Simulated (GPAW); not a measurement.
## Ag L₃-edge XANES of AgB2 (P6/mmm)

Aim: the near-edge shape at the Ag L₃ edge of AgB2 (P6/mmm), and what the core hole does to it.

Main program and level: GPAW 26.7.0; X-ray absorption from dipole matrix elements to empty bands, plane-wave PAW PBE.

## 1. Set-up

Symmetry: P6/mmm, No. 191, hexagonal system. The conventional cell has a = 3.000 Å, b = 3.000 Å, c = 3.240 Å, α = 90.00°, β = 90.00°, γ = 120.00°. Ag has 12 B at 2.37 Å nearest. Nearest to B lie 3 B at 1.73 Å and 6 Ag at 2.37 Å. Farther neighbours are not listed.

## 2. The field without a hole

A plain self-consistent run shows whether there is a gap, which decides the set-up of the core-hole run.

scf.py reads:

```python
import numpy as np
from ase import Atoms
from ase.parallel import parprint, paropen
from gpaw import GPAW, PW, FermiDirac, Mixer, MixerDif, setup_paths
from gpaw.test import gen
setup_paths.insert(0, '.')
gen('Ag', name='nch2p', xcname='PBE', corehole=(2, 1, 0), write_xml=True)
from gpaw.mpi import world
world.barrier()

atoms = Atoms('AgB2',
    cell=[[3, 0, 0],
     [-1.5, 2.59807621, 0],
     [0, 0, 3.24]],
    scaled_positions=[[0, 0, 0],
     [0.66666667, 0.33333333, 0.5],
     [0.33333333, 0.66666667, 0.5]],
    pbc=True)
atoms.calc = calc = GPAW(legacy_gpaw=True, mode=PW(430, force_complex_dtype=True), xc='PBE', setups={0: 'nch2p'},
    kpts={'size': (9, 9, 8), 'gamma': True}, occupations=FermiDirac(0.05),
    charge=0, mixer=Mixer(0.1, 5, 50), maxiter=150,
    convergence={'density': 0.0001, 'eigenstates': 1e-6}, txt='scf.txt')
energy = atoms.get_potential_energy() + calc.get_reference_energy()
ef = calc.get_fermi_level()
out = dict(energy=energy, fermi=ef, forces=atoms.get_forces().tolist())
parprint(f'all-electron energy {energy:.4f} eV, Fermi level {ef:.4f} eV')
ev = np.array([[calc.get_eigenvalues(k, s) for k in range(len(calc.get_ibz_k_points()))] for s in range(calc.get_number_of_spins())])
out['homo'], out['lumo'], out['counts'] = ev[ev < ef].max(), ev[ev > ef].min(), sorted(set((ev < ef).sum((0, 2)).tolist()))
out['filled'] = (ev[:, 0] < ef).sum(1).tolist()
import json
with paropen('out.json', 'w') as f:
    json.dump(out, f)
```

Run with:

```console
$ OMP_NUM_THREADS=1 mpirun -n 4 gpaw python scf.py
```

Numbers of over 12 decimals in the logs are rounded to 6 here.

The log of the run:

```text
Input parameters:
  convergence: {density: 0.0001,
                eigenstates: 1e-06}
  kpts: {gamma: True,
         size: (9, 9, 8)}
  maxiter: 150
  mixer: {backend: pulay,
          beta: 0.1,
          method: separate,
          nmaxold: 5,
          weight: 50}
  mode: {ecut: 430.0,
         force_complex_dtype: True,
         name: pw}
  occupations: {fixmagmom: False,
                name: fermi-dirac,
                width: 0.05}
  setups: {0: nch2p}
  xc: PBE

Initialize ...

[... PAW data sets ...]

Reference energy: -145936.806786  # eV

Spin-paired calculation

[... convergence settings ...]
Symmetries present (total): 24
  [... symmetry matrices ...]

648 k-points: 9 x 9 x 8 Monkhorst-Pack grid + [0.000000,0.000000,1/16]
60 k-points in the irreducible part of the Brillouin zone
       k-points in crystal coordinates                weights
   0:     0.00000000    0.00000000    0.00000000          1/648
   1:     0.00000000    0.00000000    0.12500000          2/648
   2:     0.00000000    0.00000000    0.25000000          2/648
   3:     0.00000000    0.00000000    0.37500000          2/648
   4:     0.00000000    0.00000000    0.50000000          1/648
   5:     0.11111111    0.00000000    0.00000000          6/648
   6:     0.11111111    0.00000000    0.12500000         12/648
   7:     0.11111111    0.00000000    0.25000000         12/648
   8:     0.11111111    0.00000000    0.37500000         12/648
   9:     0.11111111    0.00000000    0.50000000          6/648
          ...
  59:     0.44444444    0.44444444    0.50000000          6/648

Wave functions: Plane wave expansion
  Cutoff energy: 430.000 eV
  Number of coefficients (min, max): 488, 527
  Pulay-stress correction: 0.000000 eV/Ang^3 (de/decut=0.000000)
  Using FFTW library
  Wavefunction extrapolation:
    Improved wavefunction reuse through dual PAW basis

Occupation numbers: Fermi-Dirac:
  width: 0.0500  # eV

Eigensolver
   Davidson(niter=2)

Densities:
  Coarse grid: 15*15*16 grid
  Fine grid: 30*30*32 grid
  Total Charge: 0.000000

Density mixing:
  Method: separate
  Backend: pulay
  Linear mixing parameter: 0.1
  old densities: 5
  Width of damping distribution: 1.1
  Damping of long wavelength oscillations: 50

[... Hamiltonian set-up ...]
Number of atoms: 3
Number of atomic orbitals: 20
Number of bands in calculation: 18
Number of valence electrons: 23
Bands to converge: occupied

... initialized

Initializing position-dependent things.

Density initialized from atomic densities
Creating initial wave functions:
  18 bands from LCAO basis set

         B  B

       Ag

Atomic positions and initial magnetic moments

Positions:
   0 Ag     0.000000    0.000000    0.000000    ( 0.0000,  0.0000,  0.0000)
   1 B      1.500000    0.866025    1.620000    ( 0.0000,  0.0000,  0.0000)
   2 B     -0.000000    1.732051    1.620000    ( 0.0000,  0.0000,  0.0000)

Unit cell:
           periodic     x           y           z      points  spacing
  1. axis:    yes    3.000000    0.000000    0.000000    15     0.1732
  2. axis:    yes   -1.500000    2.598076    0.000000    15     0.1732
  3. axis:    yes    0.000000    0.000000    3.240000    16     0.2025

  Lengths:   3.000000   3.000000   3.240000
  Angles:   90.000000  90.000000 120.000000

Effective grid spacing dv^(1/3) = 0.1914

iter:   1   -17.644283
iter:   2   -15.325960   -1.54  -1.05
iter:   3   -13.568718   -1.34  -1.16
iter:   4   -13.357278   -2.67  -1.41
iter:   5   -13.305869   -2.93  -1.73
iter:   6   -13.304075   -3.47  -2.11
iter:   7   -13.301895c  -4.12  -2.71
iter:   8   -13.301908c  -5.48  -3.09
iter:   9   -13.301911c  -5.34  -3.19
iter:  10   -13.301888c  -6.64c -3.92
iter:  11   -13.301888c  -8.10c -4.27c

Converged after 11 iterations.

Dipole moment: (-0.000000, 0.000000, 0.000000) |e|*Ang

Energy contributions relative to reference atoms: (reference = -145936.806786)

Kinetic:        +40.822710
Potential:      -32.770897
External:        +0.000000
XC:             -21.460684
Entropy (-ST):   -0.014017
Local:           +0.113990
SIC:             +0.000000
--------------------------
Free energy:    -13.308897
Extrapolated:   -13.301888

Showing only first 2 kpts
 Kpt  Band  Eigenvalues  Occupancy
  0     9      8.75326    2.00000
  0    10     13.06786    0.00000
  0    11     13.06789    0.00000
  0    12     17.60909    0.00000

  1     9      8.28042    2.00000
  1    10     12.87503    0.00000
  1    11     12.87505    0.00000
  1    12     18.03199    0.00000

Fermi level: 11.98796

No gap
No difference between direct/indirect transitions

Forces in eV/Ang:
  0 Ag   -0.00000    0.00000    0.00000
  1 B     0.00000   -0.00000    0.00000
  2 B     0.00000   -0.00000    0.00000
Scalar-relativistic atomic PBE calculation for Ag (Silver, Z=47)
Core hole in 2p state (2p occupation: 6.0)
750 radial gridpoints.
|------------------------------------------------|
|------------------------------------------------|
[... the atom generator's iteration count ...]

Energy contributions:
-------------------------
Kinetic:    +5516.585428
XC:          -149.054870
Potential: -10681.402756
-------------------------
Total:      -5313.872198

state      eigenvalue         ekin         rmax
-----------------------------------------------
1s^2.0 :  -929.931437  1181.756001        0.020
2s^2.0 :  -136.960318   243.408715        0.114
2p^6.0 :  -122.941722   232.206907        0.091
3s^2.0 :   -25.108716    67.610154        0.333
3p^6.0 :   -20.489345    62.715017        0.326
3d^10.0:   -13.174509    56.521016        0.274
4s^2.0 :    -3.489907    16.935971        0.823
4p^6.0 :    -2.152673    14.016611        0.877
4d^10.0:    -0.273619     7.693381        1.036
5s^1.0 :    -0.161719     1.388560        2.503
5p^0.0 :    -0.027117     0.431615        3.860
-----------------------------------------------
(units: Bohr and Hartree)

Generating PAW setup
Kinetic energy of the core from tauc = 5489.147069118355
Cutoffs:
rc(s)=2.430
rc(p)=2.510
rc(d)=2.230
rc(vbar)=2.460
rc(comp)=2.370
rc(nct)=2.510

Kinetic energy of the core states: 5354.163393
Charge: 0.0
Core electrons: 30.0
Valence electrons: 17.0
Pseudo-core charge: 0.068819
Shape function alpha=1.780
Pseudo-electron charge 6.150560
state    eigenvalue         norm
--------------------------------
5s(1) :    -0.161719     1.050490
*s    :     0.838281
4p(6) :    -2.152673     0.097467
5p(0) :    -0.027117     1.000444
4d(10):    -0.273619     0.444645
*d    :     0.726381
--------------------------------

Diagonalizing with gridspacing h=0.050

state   all-electron     PAW
-------------------------------
5s:      -0.161719    -0.161848
4p:      -2.152673    -2.153187
4d:      -0.273619    -0.274436
*f:                    0.069174
-------------------------------
all-electron energy -145950.1087 eV, Fermi level 11.9880 eV
```

Run time: 8 s. Hardware: 4 MPI ranks of Intel Xeon Platinum 8375C at 2.90GHz (Ice Lake), shared host; peak memory 0.17 GiB; 30 s of CPU time.

The mesh shows no gap, so the system is treated as a metal and the core electron is put at the Fermi level (neutral cell).

## 3. Spectrum without a core hole, Ag atom 1

This cheap baseline ignores the attraction of the hole: it shows the absorber's empty states as they are in the ground state. The data set with a hole of occupation 0 only carries the core orbital.

The absorber has 12 B at 2.37 Å (12-fold, site symmetry 6/mmm).

xas.py reads:

```python
import numpy as np
from ase import Atoms
from ase.parallel import parprint, paropen
from gpaw import GPAW, PW, FermiDirac, Mixer, MixerDif, setup_paths
from gpaw.test import gen
setup_paths.insert(0, '.')
gen('Ag', name='nch2p', xcname='PBE', corehole=(2, 1, 0), write_xml=True)
from gpaw.mpi import world
world.barrier()

atoms = Atoms('AgB2',
    cell=[[3, 0, 0],
     [-1.5, 2.59807621, 0],
     [0, 0, 3.24]],
    scaled_positions=[[0, 0, 0],
     [0.66666667, 0.33333333, 0.5],
     [0.33333333, 0.66666667, 0.5]],
    pbc=True)
atoms.calc = calc = GPAW(legacy_gpaw=True, mode=PW(430, force_complex_dtype=True), xc='PBE', setups={0: 'nch2p'},
    kpts={'size': (13, 13, 10), 'gamma': True}, occupations=FermiDirac(0.1),
    charge=0, mixer=Mixer(0.1, 5, 50), maxiter=150,
    convergence={'density': 0.0001, 'eigenstates': 1e-6}, txt='scf.txt')
energy = atoms.get_potential_energy() + calc.get_reference_energy()
ef = calc.get_fermi_level()
out = dict(energy=energy, fermi=ef, forces=atoms.get_forces().tolist())
parprint(f'all-electron energy {energy:.4f} eV, Fermi level {ef:.4f} eV')
ev = np.array([[calc.get_eigenvalues(k, s) for k in range(len(calc.get_ibz_k_points()))] for s in range(calc.get_number_of_spins())])
out['homo'], out['lumo'], out['counts'] = ev[ev < ef].max(), ev[ev > ef].min(), sorted(set((ev < ef).sum((0, 2)).tolist()))
out['filled'] = (ev[:, 0] < ef).sum(1).tolist()

from ase.units import Ha
from gpaw.xas import dipole_matrix_elements
nb = int(calc.get_number_of_electrons() / 2) + 18
top = nb
nscf = calc.fixed_density(kpts={'size': (10, 10, 8), 'gamma': True},
    convergence={'eigenstates': 1.0}, txt='nscf.txt')
nscf.diagonalize_full_hamiltonian(nbands=nb)
cell = atoms.cell.array
ops = [cell.T @ U.T @ np.linalg.inv(cell.T) for U in nscf.wfs.kd.symmetry.op_scc]
E = np.arange(-25, 34, 0.1)
fwhm = np.interp(E, [4, 25], [2.4, 3.5])
Y, X, zero, highest = 0, 0, 1e9, 1e9
for spin in range(nscf.get_number_of_spins()):
    wfs = nscf.wfs
    mine = wfs.bd.get_slice()  # this rank's bands
    A = dipole_matrix_elements(wfs.setups[0])
    eps = np.zeros((wfs.kd.nibzkpts, nb))
    d = np.zeros((3, A.shape[1], wfs.kd.nibzkpts, nb), complex)
    for kpt in wfs.kpt_u:
        if kpt.s == spin and 0 in kpt.P_ani:
            eps[kpt.k, mine] = kpt.eps_n * Ha
            d[:, :, kpt.k, mine] = (kpt.weight * wfs.nspins / 2) ** 0.5 * np.inner(A, kpt.P_ani[0])
    world.sum(eps)
    world.sum(d)
    T = np.einsum('amkn,bmkn->abkn', d, d.conj()).real
    T = sum(np.einsum('ai,ijkn,bj->abkn', R, T, R) for R in ops) / len(ops)
    empty = eps > ef
    zero, highest = min(zero, eps[empty].min()), min(highest, eps[:, top - 1].min())
    lines = [(eps, T, empty)] if spin == 0 else lines + [(eps, T, empty)]
for eps, T, empty in lines:
    f = np.einsum('aakn->akn', T).reshape(3, -1)
    x = eps.ravel() - zero
    w = np.interp(x, E, fwhm) / 2.35482
    g = np.exp(-0.5 * ((E[:, None] - x) / w) ** 2) / (w * (2 * np.pi) ** 0.5)
    Y = Y + (f * empty.ravel()) @ g.T
    X = X + (f * ~empty.ravel()) @ g.T
out.update(E=E.round(2).tolist(), xas=Y.tolist(), xes=X.tolist(), zero=zero, valid=highest - zero, nk=len(eps), nb=nb)
for i in range(0, len(E), 10):
    parprint(f'{E[i]:7.2f}', *(f'{v:10.3e}' for v in Y[:, i]))
import json
with paropen('out.json', 'w') as f:
    json.dump(out, f)
```

Run with:

```console
$ OMP_NUM_THREADS=1 mpirun -n 4 gpaw python xas.py
```

The log of the run:

```text
Input parameters:
  convergence: {density: 0.0001,
                eigenstates: 1e-06}
  kpts: {gamma: True,
         size: (13, 13, 10)}
  maxiter: 150
  mixer: {backend: pulay,
          beta: 0.1,
          method: separate,
          nmaxold: 5,
          weight: 50}
  mode: {ecut: 430.0,
         force_complex_dtype: True,
         name: pw}
  occupations: {fixmagmom: False,
                name: fermi-dirac,
[...]
*d    :     0.726381
--------------------------------

Diagonalizing with gridspacing h=0.050

state   all-electron     PAW
-------------------------------
5s:      -0.161719    -0.161848
4p:      -2.152673    -2.153187
4d:      -0.273619    -0.274436
*f:                    0.069174
-------------------------------
all-electron energy -145950.1143 eV, Fermi level 12.0577 eV
[...]
32.00  4.398e-06  4.398e-06  6.068e-06
  33.00  4.145e-06  4.145e-06  5.807e-06
[key lines of the parts left out:]
Converged after 10 iterations.
Dipole moment: (-0.000000, 0.000000, 0.000000) |e|*Ang
Free energy:    -13.327973
Fermi level: 12.05771
```

It took 14 s on 4 MPI ranks; peak memory 0.21 GiB; 54 s of CPU time.

The Ag L₃ spectrum, Ag atom 1, no core hole (energy from the lowest empty level; intensity scaled to a mean of 1 over the first 20 eV; polarised curves are means over the symmetry-equivalent atoms):

```csv
E (eV),isotropic,ε ⊥ c,ε ∥ c
-2.0,0.05,0.05,0.05
-1.4,0.17,0.17,0.17
-0.8,0.43,0.44,0.43
-0.2,0.82,0.84,0.78
0.4,1.20,1.25,1.10
1.0,1.45,1.54,1.26
1.6,1.51,1.63,1.26
2.2,1.44,1.58,1.18
2.8,1.34,1.46,1.10
3.4,1.25,1.35,1.05
4.0,1.17,1.25,1.00
4.6,1.13,1.21,0.96
5.2,1.15,1.24,0.98
5.8,1.26,1.33,1.13
6.4,1.41,1.44,1.36
7.0,1.51,1.48,1.55
7.6,1.48,1.43,1.59
8.2,1.37,1.34,1.44
8.8,1.25,1.27,1.21
9.4,1.14,1.21,0.99
10.0,1.01,1.11,0.81
10.6,0.86,0.96,0.65
11.2,0.70,0.78,0.54
11.8,0.59,0.64,0.48
12.4,0.53,0.57,0.46
13.0,0.52,0.55,0.47
13.6,0.53,0.56,0.48
14.2,0.56,0.59,0.51
14.8,0.60,0.62,0.55
15.4,0.63,0.65,0.60
16.0,0.67,0.68,0.66
16.6,0.70,0.69,0.72
17.2,0.73,0.70,0.77
17.8,0.74,0.70,0.82
18.4,0.77,0.72,0.88
19.0,0.84,0.77,0.97
19.6,0.96,0.88,1.12
20.2,1.13,1.05,1.30
20.8,1.30,1.23,1.45
21.4,1.43,1.38,1.52
22.0,1.46,1.46,1.47
22.6,1.42,1.45,1.34
23.2,1.32,1.39,1.18
23.8,1.21,1.31,1.02
24.4,1.12,1.22,0.91
25.0,1.06,1.17,0.84
25.6,1.04,1.14,0.83
26.2,1.05,1.15,0.86
26.8,1.09,1.17,0.93
27.4,1.14,1.20,1.03
28.0,1.19,1.21,1.15
28.6,1.25,1.23,1.29
29.2,1.30,1.24,1.42
```

Main maxima below 29 eV (height): 1.6 eV (1.51), 7.2 eV (1.51) and 22.0 eV (1.46). At an L edge the dipole rule selects empty d and s states; the absorber's d shell is nominally full, so the onset shows only d character mixed into the empty bands.

The same matrix elements for filled bands give the Ag L₃ emission of Ag atom 1 (ground-state approximation; energy from the lowest empty level, largest value 1):

```csv
E (eV),emission
-24.00,0.00
-23.25,0.00
-22.50,0.00
-21.75,0.00
-21.00,0.00
-20.25,0.00
-19.50,0.00
-18.75,0.00
-18.00,0.00
-17.25,0.00
-16.50,0.00
-15.75,0.00
-15.00,0.00
-14.25,0.00
-13.50,0.00
-12.75,0.01
-12.00,0.02
-11.25,0.04
-10.50,0.06
-9.75,0.10
-9.00,0.21
-8.25,0.42
-7.50,0.73
-6.75,0.96
-6.00,0.99
-5.25,0.89
-4.50,0.75
-3.75,0.60
-3.00,0.44
-2.25,0.34
-1.50,0.31
-0.75,0.27
0.00,0.18
0.75,0.08
1.50,0.03
2.25,0.01
3.00,0.00
```

Emission maxima: -6.2 eV (1.00).

## 4. Reference energy of the supercell

The photon energy needs a difference of total energies, so the cell and mesh of the coming hole run are first run without a hole.

scf.py: that of step 2 with these lines changed.

```diff
@@ -10,12 +10,27 @@
 
-atoms = Atoms('AgB2',
-    cell=[[3, 0, 0],
-     [-1.5, 2.59807621, 0],
-     [0, 0, 3.24]],
+atoms = Atoms('Ag6B12',
+    cell=[[4.5, -2.59807621, 0],
+     [-4.5, -2.59807621, 0],
+     [0, 0, -6.48]],
     scaled_positions=[[0, 0, 0],
+     [0.66666667, 0.33333333, 0],
+     [0, 0, 0.5],
+     [0.33333333, 0.66666667, 0],
      [0.66666667, 0.33333333, 0.5],
-     [0.33333333, 0.66666667, 0.5]],
+     [0.33333333, 0.66666667, 0.5],
+     [0, 0.66666667, 0.75],
+     [0.66666667, 0, 0.75],
+     [0, 0.66666667, 0.25],
+     [0.33333333, 0.33333333, 0.75],
+     [0.66666667, 0, 0.25],
+     [0.33333333, 0.33333333, 0.25],
+     [0.66666667, 0.66666667, 0.75],
+     [0.33333333, 0, 0.75],
+     [0.66666667, 0.66666667, 0.25],
+     [0, 0.33333333, 0.75],
+     [0.33333333, 0, 0.25],
+     [0, 0.33333333, 0.25]],
     pbc=True)
 atoms.calc = calc = GPAW(legacy_gpaw=True, mode=PW(430, force_complex_dtype=True), xc='PBE', setups={0: 'nch2p'},
-    kpts={'size': (9, 9, 8), 'gamma': True}, occupations=FermiDirac(0.05),
+    kpts={'size': (6, 6, 4), 'gamma': True}, occupations=FermiDirac(0.1),
     charge=0, mixer=Mixer(0.1, 5, 50), maxiter=150,
```

Run with:

```console
$ OMP_NUM_THREADS=1 mpirun -n 4 gpaw python scf.py
```

The log of the run:

```text
Input parameters:
  convergence: {density: 0.0001,
                eigenstates: 1e-06}
  kpts: {gamma: True,
         size: (6, 6, 4)}
  maxiter: 150
  mixer: {backend: pulay,
          beta: 0.1,
          method: separate,
          nmaxold: 5,
          weight: 50}
  mode: {ecut: 430.0,
         force_complex_dtype: True,
         name: pw}
  occupations: {fixmagmom: False,
                name: fermi-dirac,
[...]
*s    :     0.838281
4p(6) :    -2.152673     0.097467
5p(0) :    -0.027117     1.000444
4d(10):    -0.273619     0.444645
*d    :     0.726381
--------------------------------

Diagonalizing with gridspacing h=0.050

state   all-electron     PAW
-------------------------------
5s:      -0.161719    -0.161848
4p:      -2.152673    -2.153187
4d:      -0.273619    -0.274436
*f:                    0.069174
-------------------------------
all-electron energy -875700.6875 eV, Fermi level 12.0590 eV
[key lines of the parts left out:]
Converged after 12 iterations.
Dipole moment: (-0.000000, 0.000000, -0.000000) |e|*Ang
Free energy:    -79.973560
Fermi level: 12.05900
```

Elapsed: 51 s, on 4 MPI ranks; peak memory 0.34 GiB; 3.4 min of CPU time.

Reference energy: -875700.688 eV with the cores included.

(Continued in part 2 of 2.)

[Banner, clock and machine lines of the logs are left out without a mark of their own.]

[Logs are printed without paths, hosts, clocks, repeated set-up lines and the standing remarks that a program may print on its own settings, such as how far it seeks lower states.]

[Hosts, paths, dates, database ids (printed as entryN), source tags and the programs' standing remarks are cut or masked in the printed files.]

[Lists of maxima count a maximum above −3 eV only where it reaches 4 % of the highest in the window and stands out from its surroundings by 2 % of it (1.5 % where it reaches 55 %); shoulders and weaker maxima are passed over, and of the rest the first, up to two pre-edge ones and the few strongest are named.]
